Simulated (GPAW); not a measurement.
Entries from a set of simulations; values are calculated unless marked as measured.

```xyz
3
Lattice="3.760 0.000 0.000 -1.880 3.256 0.000 0.000 0.000 6.364" Properties=species:S:1:pos:R:3 pbc="T T T" subject="SnSeS (P3m1): G0W0 with GPAW, start to end" method="DFT, LDA, plane waves, PAW (and 1 further level or step)" program="GPAW 26.7.0" settings_of_one_run="cutoff 450 eV, GPAW PAW setups 1.2.1 data release, 3×3×2 k-mesh, nbands 272" cost="3 runs, 24 s in all on 4 MPI ranks of Arm Neoverse V2, shared host (the runs of this entry)" notes="The cell and positions are those that the Materials Project relaxed with its own functionals (PBE, PBE+U or r2SCAN), kept fixed. Limits: no spin-orbit coupling. Only 2 of the mesh’s irreducible points were corrected, so a valley elsewhere could overtake. Bands and cutoff are finite, so the gap is not at the basis limit. The miss can reach some tenths of an eV and take either sign; the mesh is an error of its own. The 3×3×2 mesh is coarse for this cell, which bears on the long-range parts of exchange and screening." lda_gap="0.85 eV, indirect" g0w0_gap_on_the_mesh="2.05 eV" g0w0_gap_over_the_zone_rigid_shift="1.77 eV" gw_settings="3×3×2 mesh, 121 bands, screening to 78 eV, Godby-Needs plasmon pole" known_limits="not at the basis limit; no spin-orbit coupling; coarse k mesh"
Sn    0.000    2.171    0.049
Se    0.000    0.000    4.822
S     1.880    1.085    1.493
```

[Paths, hosts, dates, memory and timing lines, banners, echoed tables and standing remarks are left out of the program output.]

[Logs are printed without paths, hosts, clocks, repeated set-up lines and the standing remarks that a program may print on its own settings, such as how far it seeks lower states.]

[Runs of the session that timed out or met a known fault of the program may be left out.]

[Hosts, paths, dates, database ids (printed as entryN), source tags and the programs' standing remarks are cut or masked in the printed files.]
